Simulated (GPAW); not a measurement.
Records of electronic-structure calculations.

```xyz
3
Lattice="1.904 1.099 7.352 -1.904 1.099 7.352 0.000 -2.199 7.352" Properties=species:S:1:pos:R:3 pbc="T T T" subject="ZnBr2 (R-3m): one start, several treatments of the self-energy" method="DFT, LDA, plane waves, PAW (and 3 further levels or steps)" program="GPAW 26.7.0" settings_of_one_run="cutoff 600 eV, GPAW PAW setups 1.2.1 data release, 4×4×4 k-mesh, nbands 219" cost="6 runs, 26 min in all on 4 MPI ranks of Arm Neoverse V2, shared host (the runs of this entry)" notes="The cell and positions are those that the Materials Project relaxed with its own functionals (PBE, PBE+U or r2SCAN), kept fixed. Limits: no spin-orbit coupling. Bands and cutoff are finite, so the gap is not at the basis limit. The miss can reach some tenths of an eV and take either sign; the mesh is an error of its own. The program warns of a poor linear fit in the extrapolation of some level, so the extrapolated values are rough." g0w0_godby_needs_plasmon_pole="5.055 eV" one_shot_hse06="4.476 eV" g0w0_extrapolated_in_the_cutoff="5.115 eV" one_shot_hartree_fock="10.938 eV" g0w0_full_frequency_hilbert_transform="5.028 eV" known_limits="not at the basis limit; no spin-orbit coupling"
Zn    0.000    0.000    0.000
Br    0.000    0.000    5.874
Br    0.000    0.000   16.182
```

[Paths, hosts, dates, memory and timing lines, banners, echoed tables and standing remarks are left out of the program output.]

[Logs are printed without paths, hosts, clocks, repeated set-up lines and the standing remarks that a program may print on its own settings, such as how far it seeks lower states.]

[Runs of the session that timed out or met a known fault of the program may be left out.]

[Hosts, paths, dates, database ids (printed as entryN), source tags and the programs' standing remarks are cut or masked in the printed files.]
